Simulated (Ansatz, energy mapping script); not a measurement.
**MnS in the rock-salt structure: J from the energies of magnetic orders**

Aim: the exchange couplings of MnS in the rock-salt structure from the energies of a few collinear orders, and the ordering temperature that they give.

Method: PBE with U = 4.4 eV on Mn d, ortho-atomic projectors; plane waves, U on orthogonalised atomic orbitals unless named otherwise, collinear spin, no spin–orbit coupling, in Ansatz 0.2.0.

**Measured values to reproduce.**

For MnS, rock salt (single crystal, x = 0), “Single-Crystal and Powder Neutron Diffraction Study of FeXMn1-XS Solid Solutions” (2011, arxiv:1108.4537) gives, by X-ray diffraction: lattice constant a (cubic cell parameter) 5.224 Å at 300 K; ordering temperature (Neel temperature) 150 K.

### 1. Starting point

The structure is cubic, space group Fm-3m (No. 225). Conventional cell: a = 5.326 Å, b = 5.326 Å, c = 5.326 Å, α = 90.00°, β = 90.00°, γ = 90.00°. Mn has 6 S at 2.66 Å nearest. S has 6 Mn at 2.66 Å nearest. rocksalt prototype, lattice guessed from radii. Farther neighbours and most contacts between anions are not listed.

This cell was built for the study (rocksalt prototype, lattice guessed from radii), not taken from an experiment; the compound need not form in this structure.

The cell was relaxed beforehand in Ansatz under PBE with U = 4.6 eV on Mn d, ortho-atomic projectors, from parallel moments.

The U corrects the self-interaction that lets semilocal functionals spread d and f electrons too far. Its value here is typed, not computed.

### 2. A first run with parallel moments

One run in the crystal's own cell, under PBEsol with U = 4.4 eV on Mn d, ortho-atomic projectors, shows which elements keep a moment. Transition or f elements with 0.3 μB or more enter the spin model; moments induced on other atoms do not.

input.yaml

```yaml
crystal:
  lattice:
    - [0.0, 2.663168897, 2.663168897]
    - [2.663168897, 0.0, 2.663168897]
    - [2.663168897, 2.663168897, 0.0]
  atoms:
    - { symbol: Mn, position: [0.0, 0.0, 0.0], spin: 4.5 }
    - { symbol: S, position: [0.5, 0.5, 0.5] }
magnetization:
  spin_polarized: true
kpoints:
  mp_grid: { grid: [8, 8, 8] }
hamiltonian:
  xc: pbesol
  hubbard:
    sites: [{ species: Mn, l: d, u_eff: 4.4 }]
    projectors: ortho-atomic
scf:
  occupations: { method: fermi_dirac, width: 0.05 }
output:
  eigenvalues: true
```

Launch:

```console
ansatz run input.yaml --threads 4 --pin off --max-ram 8192MiB --backend cpu --events-out ev --progress --plain --runs-dir out
```

Numbers of over 12 decimals in the logs are rounded to 6 here.

Output:

```text
Engine: ansatz 0.2.0, aarch64-unknown-linux-gnu
Pseudopotentials: kind: paw
Pseudopotential: Mn, paw, valence charge 15, recommended cutoff 420 eV (normal), Mn.paw.azcp
Pseudopotential: S, paw, valence charge 6, recommended cutoff 420 eV (normal), S.paw.azcp
Functional definition: PBEsol
  exchange = pbesol_x
  correlation = pbesol_c
Crystal: 2 atoms, lattice volume = 37.777 Å³
Basis set: ecut = 420 eV, 725 PW (Γ)
Bands: 17, of which v1, the nominal top of the filled ones, is band 11 counted from 1 (10 counted from 0)
Symmetry: 48 space group operations
Space group: Fm-3m (ITA 225), of the structure as read, at distance tolerance 3.4e-5 Å
Magnetic group: BNS 225.116 (UNI 1618), of the structure as read, at distance tolerance 3.4e-5 Å
k-points: 29 of 512
Non-local potential: Mn, projectors of the file, l = 0: 3, l = 1: 2, l = 2: 3, l = 3: 1
Non-local potential: S, projectors of the file, l = 0: 2, l = 1: 2, l = 2: 2
PAW form: soft (Blöchl's): semilocal exchange-correlation on the pseudo side does not see the compensation charge
PAW frozen core: Mn, regenerated for the run's functional, and the local potential with it (the file was generated under x = pbe(κ = 0.804, μ = 0.219515), c = pbe(β = 0.066725))
PAW frozen core: S, regenerated for the run's functional, and the local potential with it (the file was generated under x = pbe(κ = 0.804, μ = 0.219515), c = pbe(β = 0.066725))
PAW one-centre angular grid: Mn, 590 points (default); XC on 64 Gauss nodes
PAW one-centre angular grid: S, 110 points (default); XC on 64 Gauss nodes
Initial density: superposition of atomic densities (chi_scale 0.1, normalization cell, long waves kept (reshape's long-wave potential 0.00 eV rms))
Starting moments: Σ|m| = 4.5 μB on 1 of 2 sites
Initial wavefunctions: pseudopotential atomic-orbital guess
Functional: x = pbesol(κ = 0.804, μ = 0.123457), c = pbesol(β = 0.046)
SCF iter   1: F=—  HF=-4753.433881 eV  |F-HF|=—  |Δ(HF+E_count)|=         —  Δρ=5.88e-2 (↑5.88e-2 ↓2.40e-2)  dr2=1.47e0  dr2_m=2.58e-1  M=4.999 μB ∫|m|=4.999 μB  β_m=1.00  ethr=3.10e-3  ⟨swp⟩=4.1  Hψ=4555  notcnv=0
preconditioner: auto → none  [insulator: Δε(μ)=0.427 eV  Ē_g=10.435 eV  σ=0.050 eV  W_gap=0.96  n_scr=14 (ndim 8)  ℏωp=21.8 eV  f_vac=0.000  D(μ)=0.01/eV (n_scr^D=0)  ε∞_Penn≈5.4]
SCF iter   2: F=—  HF=-4753.271487 eV  |F-HF|=—  |Δ(HF+E_count)|=   1.62e-1  Δρ=9.95e-3 (↑9.18e-3 ↓9.95e-3)  dr2=9.08e-2  dr2_m=6.68e-3  M=5.000 μB ∫|m|=5.000 μB  β_m=1.00  ethr=3.10e-3  ⟨swp⟩=2.8  Hψ=2315  notcnv=0  defer=60
SCF iter   3: F=—  HF=-4753.413075 eV  |F-HF|=—  |Δ(HF+E_count)|=   1.42e-1  Δρ=5.40e-3 (↑5.40e-3 ↓5.11e-3)  dr2=2.61e-2  dr2_m=5.35e-4  M=5.000 μB ∫|m|=5.000 μB  β_m=1.00  ethr=4.32e-4  ⟨swp⟩=2.4  Hψ=1580  notcnv=0  defer=60
[...]
SCF iter   6: F=—  HF=-4753.542777 eV  |F-HF|=—  |Δ(HF+E_count)|=   3.04e-2  Δρ=4.03e-4 (↑4.03e-4 ↓2.70e-4)  dr2=2.56e-4  dr2_m=3.76e-6  M=5.000 μB ∫|m|=5.000 μB  β_m=0.56  ethr=5.78e-6  ⟨swp⟩=2.0  Hψ=1754  notcnv=0  defer=60
SCF iter   7: F=—  HF=-4753.542702 eV  |F-HF|=—  |Δ(HF+E_count)|=   7.49e-5  Δρ=1.84e-4 (↑1.84e-4 ↓1.20e-4)  dr2=1.73e-5  dr2_m=3.72e-6  M=5.000 μB ∫|m|=5.000 μB  β_m=0.49  ethr=1.22e-6  ⟨swp⟩=2.0  Hψ=1265  notcnv=0  defer=60
SCF iter   8: F=—  HF=-4753.542700 eV  |F-HF|=—  |Δ(HF+E_count)|=   2.65e-6  Δρ=5.99e-5 (↑5.99e-5 ↓5.33e-5)  dr2=1.52e-7  dr2_m=1.05e-6  M=5.000 μB ∫|m|=5.000 μB  β_m=0.61  ethr=8.22e-8  ⟨swp⟩=2.0  Hψ=1414  notcnv=0  defer=60
SCF iter   9: F=—  HF=-4753.542701 eV  |F-HF|=—  |Δ(HF+E_count)|=   1.40e-6  Δρ=2.99e-5 (↑2.99e-5 ↓2.19e-5)  dr2=1.36e-7  dr2_m=1.89e-7  M=5.000 μB ∫|m|=5.000 μB  β_m=0.71  ethr=4.76e-10  ⟨swp⟩=5.8  Hψ=3944  notcnv=0
SCF iter  10: F=-4753.542701 eV  HF=-4753.542701 eV  |F-HF|=6.80e-9  |Δ(HF+E_count)|=   2.44e-7  Δρ=3.98e-6 (↑3.65e-6 ↓3.98e-6)  dr2=1.54e-10  dr2_m=5.00e-9  M=5.000 μB ∫|m|=5.000 μB  ethr=4.76e-10  ⟨swp⟩=1.4  Hψ=2961  notcnv=0
SCF 1 converged in 10 iterations: F = -4753.542701 eV  dr2 = 1.54e-10
[...]
SCF converged after 10 iterations
Magnetization: 5.0000 μB (13.0000 up, 8.0000 down)
Absolute magnetization: 5.0000 μB (∫|ρ↑−ρ↓|, with the PAW one-centre terms)
Spin contamination: 0.0122 ħ² per cell (⟨S²⟩ above its minimum at these occupations)
Per-site moments (μB) at R_I (Å): [(4.557678, 1.098557), (0.080462, 1.098557)]
Free energy (F): -4753.542701 eV
Harris-Foulkes:  -4753.542701 eV  (|F-HF|=6.80e-9)
Internal energy: -4753.542697 eV  (E = F + TS)
E sigma→0 (E₀):  -4753.542699 eV
Entropy (-TS):   -0.000004 eV (-0.002 meV/atom)
Fermi energy:    9.408601 eV
--- Per-component energies (eV) ---
  E_band       = -331.081482
  E_kinetic    = 402.589856
  E_local      = -2515.144106  (includes V_loc(G=0)·N_el)
  E_nonlocal   = 283.253227
  E_hartree    = 1024.336949
  E_xc         = -205.127459
  E_vxc        = -227.312504  (∫ρ·V_xc dr)
  E_hubbard    = 0.560363  (on-site DFT+U / exact-exchange correction)
  E_vhub       = -10.403897  (the Hubbard potential's part of the band-sum identity)
  E_paw        = -1861.538693  (= ΣΔE_a)
  E_vpaw       = -312.738145  (= ΣTr[D̂ρ^β])
  E_aug_tail   = -0.000008  (compensation charges beyond the density's cutoff)
  E_ewald      = -1882.704426
  E_core_change = 0.231600  (= ΣΔE_core)
  E_smearing   = -0.000004  (= −TS)
  E_closure    = 0.000000  (closes the sum)
  Σ components = -4753.542701   (vs F -4753.542701, Δ=0.00e0)
--- Band table (eV; the first three rows and the last of 58) ---
  k-point 0 ↑: bands = [... 7 lower, 3.2980, 3.3986, 3.3986, 7.7305, 7.7305, 7.7305, 10.4332, 17.5670, ... 2 higher]
  k-point 1 ↑: bands = [... 7 lower, 3.2537, 3.3776, 3.3776, 6.7597, 7.9116, 7.9116, 11.4234, 16.4732, ... 2 higher]
  k-point 2 ↑: bands = [... 7 lower, 3.0014, 3.5063, 3.5063, 5.4973, 8.3381, 8.3381, 12.4099, 15.8212, ... 2 higher]
  k-point 28 ↓: bands = [... 7 lower, 5.6665, 11.6156, 12.0723, 12.0723, 12.2164, 12.6666, 14.9258, 16.6347, ... 2 higher]
Occupation matrices written to <dir>
```

Wall time 1.1 s (4 threads of Arm Neoverse V1, shared host); peak memory 0.31 GiB; 3.2 s of CPU time.

Spin moment in the sphere by atom:

```tsv
atom	spin moment in the sphere (μB)
Mn1	4.56
S2	0.08
```

The run ends ferromagnetic; Mn carries the moments.

### 3. One set of occupation matrices for all orders

A corrected shell can settle in several orbital fillings. One parallel run, with an occupation width a fifth wider than the orders use, therefore is to supply the occupation matrices. All orders start from them.

Edit input.yaml of step 2 so:

```diff
@@ -13,3 +13,3 @@
 hamiltonian:
-  xc: pbesol
+  xc: pbe
   hubbard:
@@ -18,3 +18,3 @@
 scf:
-  occupations: { method: fermi_dirac, width: 0.05 }
+  occupations: { method: fermi_dirac, width: 0.048 }
 output:
```

Output:

```text
[...]
Crystal: 2 atoms, lattice volume = 37.777 Å³
Basis set: ecut = 420 eV, 725 PW (Γ)
Bands: 17, of which v1, the nominal top of the filled ones, is band 11 counted from 1 (10 counted from 0)
Symmetry: 48 space group operations
[...]
k-points: 29 of 512
[...]
Starting moments: Σ|m| = 4.5 μB on 1 of 2 sites
[...]
SCF iter   1: F=—  HF=-4800.939357 eV  |F-HF|=—  |Δ(HF+E_count)|=         —  Δρ=6.19e-2 (↑6.19e-2 ↓2.42e-2)  dr2=1.56e0  dr2_m=2.80e-1  M=5.000 μB ∫|m|=5.000 μB  β_m=1.00  ethr=3.10e-3  ⟨swp⟩=4.2  Hψ=4558  notcnv=0
[...]
SCF iter  10: F=-4801.044940 eV  HF=-4801.044940 eV  |F-HF|=1.90e-8  |Δ(HF+E_count)|=   3.01e-7  Δρ=6.84e-6 (↑6.84e-6 ↓5.93e-6)  dr2=4.72e-9  dr2_m=1.26e-8  M=5.000 μB ∫|m|=5.000 μB  ethr=4.76e-10  ⟨swp⟩=3.4  Hψ=2936  notcnv=0
SCF 1 converged in 10 iterations: F = -4801.044940 eV  dr2 = 4.72e-9
[...]
SCF converged after 10 iterations
Magnetization: 5.0000 μB (13.0000 up, 8.0000 down)
Absolute magnetization: 5.0000 μB (∫|ρ↑−ρ↓|, with the PAW one-centre terms)
[...]
Per-site moments (μB) at R_I (Å): [(4.566014, 1.098557), (0.082907, 1.098557)]
Free energy (F): -4801.044940 eV
[...]
Internal energy: -4801.044939 eV  (E = F + TS)
E sigma→0 (E₀):  -4801.044940 eV
Entropy (-TS):   -0.000001 eV (-0.001 meV/atom)
Fermi energy:    9.544729 eV
[...]
--- Band table (eV; the first three rows and the last of 58) ---
  k-point 0 ↑: bands = [... 7 lower, 3.3898, 3.4884, 3.4884, 7.8307, 7.8307, 7.8307, 10.6371, 17.7538, ... 2 higher]
  k-point 1 ↑: bands = [... 7 lower, 3.3460, 3.4674, 3.4674, 6.8814, 8.0093, 8.0093, 11.6099, 16.6852, ... 2 higher]
  k-point 2 ↑: bands = [... 7 lower, 3.0971, 3.5929, 3.5929, 5.6227, 8.4300, 8.4300, 12.6146, 16.0099, ... 2 higher]
  k-point 28 ↓: bands = [... 7 lower, 5.7668, 11.7456, 12.2044, 12.2044, 12.3159, 12.7846, 15.0597, 16.8293, ... 2 higher]
Occupation matrices written to <dir>
```

It took 1 s on 4 threads; peak memory 0.3 GiB; 3.1 s of CPU time.

Read from the output:

```yaml
final_state: ferromagnetic
electrons_in_the_corrected_shells: 5.236 e
largest_moment: 4.566 μB
```

### 4. Order 1: parallel, cell A of 4 atoms

Each cell gets its own parallel run on the same mesh, so that most of the mesh error cancels in the differences.

input.yaml

```yaml
crystal:
  lattice:
    - [0.0, -2.663168897, -2.663168897]
    - [-2.663168897, 0.0, -2.663168897]
    - [2.663168897, 2.663168897, -5.326337794]
  atoms:
    - { symbol: Mn, position: [0.5, 0.5, 0.5], spin: 4.5 }
    - { symbol: Mn, position: [0.0, 0.0, 0.0], spin: 4.5 }
    - { symbol: S, position: [0.75, 0.75, 0.75] }
    - { symbol: S, position: [0.25, 0.25, 0.25] }
magnetization:
  spin_polarized: true
kpoints:
  mp_grid: { grid: [8, 8, 8] }
hamiltonian:
  xc: pbe
  hubbard:
    sites:
      - { species: Mn, l: d, u_eff: 4.4 }
      - { site: 0, l: d, u_eff: 4.4, starting_ns: [{ spin: up, occupation_matrix: mn1_major }, { spin: down, occupation_matrix: mn1_minor }] }
      - { site: 1, l: d, u_eff: 4.4, starting_ns: [{ spin: up, occupation_matrix: mn1_major }, { spin: down, occupation_matrix: mn1_minor }] }
    projectors: ortho-atomic
    occupation_matrices:
      mn1_major:
        matrix:
          - [0.994, 0.0, 0.0, 0.0, 0.0]
          - [0.0, 0.999, 0.0, 0.0, 0.0]
          - [0.0, 0.0, 0.999, 0.0, 0.0]
          - [0.0, 0.0, 0.0, 0.994, 0.0]
          - [0.0, 0.0, 0.0, 0.0, 0.999]
      mn1_minor:
        matrix:
          - [0.095, 0.0, 0.0, 0.0, 0.0]
          - [0.0, 0.021, 0.0, 0.0, 0.0]
          - [0.0, 0.0, 0.021, 0.0, 0.0]
          - [0.0, 0.0, 0.0, 0.095, 0.0]
          - [0.0, 0.0, 0.0, 0.0, 0.021]
scf:
  occupations: { method: fermi_dirac, width: 0.04 }
output:
  eigenvalues: true
  write_density: true
  write_potential: true
  elf: true
  volumetric_format: npy
```

Output:

```text
[...]
Crystal: 4 atoms, lattice volume = 75.554 Å³
Basis set: ecut = 420 eV, 1479 PW (Γ)
Bands: 31, of which v1, the nominal top of the filled ones, is band 21 counted from 1 (20 counted from 0)
Symmetry: 24 space group operations
[...]
k-points: 65 of 512
[...]
Starting moments: Σ|m| = 9 μB on 2 of 4 sites
[...]
SCF iter   1: F=—  HF=-9601.988500 eV  |F-HF|=—  |Δ(HF+E_count)|=         —  Δρ=6.18e-2 (↑6.18e-2 ↓2.50e-2)  dr2=3.26e0  dr2_m=5.36e-1  M=10.000 μB ∫|m|=10.000 μB  β_m=1.00  ethr=3.10e-3  ⟨swp⟩=4.8  Hψ=14802  notcnv=0
[...]
spin=Collinear: Resta preconditioning applied to the charge; magnetization (m = ρ↑ − ρ↓) channel mixes plain (no charge-response kernel on spin).
SCF iter   2: F=—  HF=-9601.700120 eV  |F-HF|=—  |Δ(HF+E_count)|=   2.88e-1  Δρ=2.08e-2 (↑2.08e-2 ↓1.28e-2)  dr2=6.34e-1  dr2_m=2.75e-2  M=10.000 μB ∫|m|=10.000 μB  β_m=1.00  ethr=3.10e-3  ⟨swp⟩=2.9  Hψ=8652  notcnv=0  defer=285
[...]
SCF iter  12: F=-9602.090262 eV  HF=-9602.090262 eV  |F-HF|=1.47e-8  |Δ(HF+E_count)|=   2.23e-7  Δρ=2.42e-6 (↑2.32e-6 ↓2.42e-6)  dr2=1.33e-8  dr2_m=3.42e-10  M=10.000 μB ∫|m|=10.000 μB  ethr=2.38e-10  ⟨swp⟩=7.5  Hψ=14308  notcnv=0
SCF 1 converged in 12 iterations: F = -9602.090262 eV  dr2 = 1.33e-8
[...]
SCF converged after 12 iterations
Magnetization: 10.0000 μB (26.0000 up, 16.0000 down)
Absolute magnetization: 10.0000 μB (∫|ρ↑−ρ↓|, with the PAW one-centre terms)
[...]
Per-site moments (μB) at R_I (Å): [(4.566059, 1.098557), (4.566059, 1.098557), (0.082739, 1.098557), (0.082739, 1.098557)]
Free energy (F): -9602.090262 eV
[...]
Internal energy: -9602.090262 eV  (E = F + TS)
E sigma→0 (E₀):  -9602.090262 eV
Entropy (-TS):   -0.000000 eV (-0.000 meV/atom)
Fermi energy:    9.544932 eV
[...]
--- Specified on-site occupations, and those of the state reported ---
  electrons in the specified blocks: 10.4760 specified, 10.4729 found
  site 0 (l=d) ↑: largest change of an orbital's occupation 0.0005; electrons 4.9850 specified, 4.9829 found; spectral distance 0.0009
[...]
site 0 (l=d) ↓: largest change of an orbital's occupation 0.0004; electrons 0.2530 specified, 0.2535 found; spectral distance 0.0005
[...]
--- Band table (eV; the first three rows and the last of 130) ---
  k-point 0 ↑: bands = [... 17 lower, 3.4883, 3.7904, 3.7904, 4.8630, 7.8306, 7.8306, 7.8307, 9.0501, ... 6 higher]
  k-point 1 ↑: bands = [... 17 lower, 3.4665, 3.7749, 3.7749, 4.8932, 7.5268, 7.8775, 7.8775, 8.9997, ... 6 higher]
  k-point 2 ↑: bands = [... 17 lower, 3.4673, 3.7311, 3.7311, 4.9991, 6.8813, 8.0092, 8.0092, 8.8602, ... 6 higher]
  k-point 64 ↓: bands = [... 17 lower, 12.1282, 12.2003, 12.2063, 12.3929, 12.5523, 12.6639, 12.7381, 12.7487, ... 6 higher]
Occupation matrices written to <dir>
```

Run time: 6.1 s. Hardware: 4 threads; peak memory 0.55 GiB; 23 s of CPU time.

Spin moment in the sphere by atom:

```tsv
atom	spin moment in the sphere (μB)
Mn1	4.57
Mn2	4.57
S3	0.08
S4	0.08
```

The run ends ferromagnetic.

Spin density in the ac plane at fractional y = 0.000, with atoms of Mn within 0.2 Å of it.

Ten even steps from '_' (0.0 e/Å³) to '@' (8.4 e/Å³), each cell a mean:
```
##++::__________________..==
::::..____________________..
____________________________
____________________________
____________________________
____________________________
____________________________
____________________________
____________________________
____________________________
____________________________
____________________________
____________________________
____________________________
____________________________
____________________________
____________________________
____________________________
____________________________
____________________________
____________________________
..______________________..::
++--____________________::++
@@++..__________________::##
```
Columns run along a (3.8 Å), rows up along c (6.5 Å). Atoms in or near the plane, at fractional coordinates: Mn at (0.00, 0.00).

ELF in the ac plane at fractional y = 0.000, with atoms of Mn within 0.2 Å of it. It is the smooth field of the valence electrons, not physical close to the nuclei.

Ten even steps from '_' (0.04) to '@' (0.88), each cell a mean:
```
@@%%**::..__........__::++%%
####++::....------::....--++
----::....--++**##**==....::
....__..::++##%%%%%%##++::..
______..--**%%@@@@@@@@##++::
..____..--**%%@@@@@@@@%%##==
::______--**%%@@@@@@@@@@%%++
::______..++##@@@@@@@@@@%%**
::________::++##%%@@@@%%##++
..________..::++**######**==
____________..::--==++==--::
____........____....::::..__
__..--====--::..____________
::==++####**++--..__________
--++##%%@@%%%%**==..________
--**%%@@@@@@@@%%**--..______
--**%%@@@@@@@@@@##++::______
::++%%@@@@@@@@@@%%**--______
..--**%%@@@@@@@@%%++::..____
__..--**%%%%@@%%##==::______
::....--**######++--....::::
**==....::======--....::++**
%%##==............__..==##%%
@@%%**::____________..--##@@
```
Columns run along a (3.8 Å), rows up along c (6.5 Å). Atoms in or near the plane, at fractional coordinates: Mn at (0.00, 0.00).

[end of part 1 of 3]

[Logs and program files are shortened in this print: banners, set-up blocks, solver, clock and traceback lines can be left out without a mark of their own.]

[Logs are printed without paths, hosts, clocks, repeated set-up lines and the standing remarks that a program may print on its own settings, such as how far it seeks lower states.]

[Hosts, paths, dates, database ids (printed as entryN), source tags and the programs' standing remarks are cut or masked in the printed files.]

[Where a cell is said to come from a database of computed structures, the database is the Materials Project.]
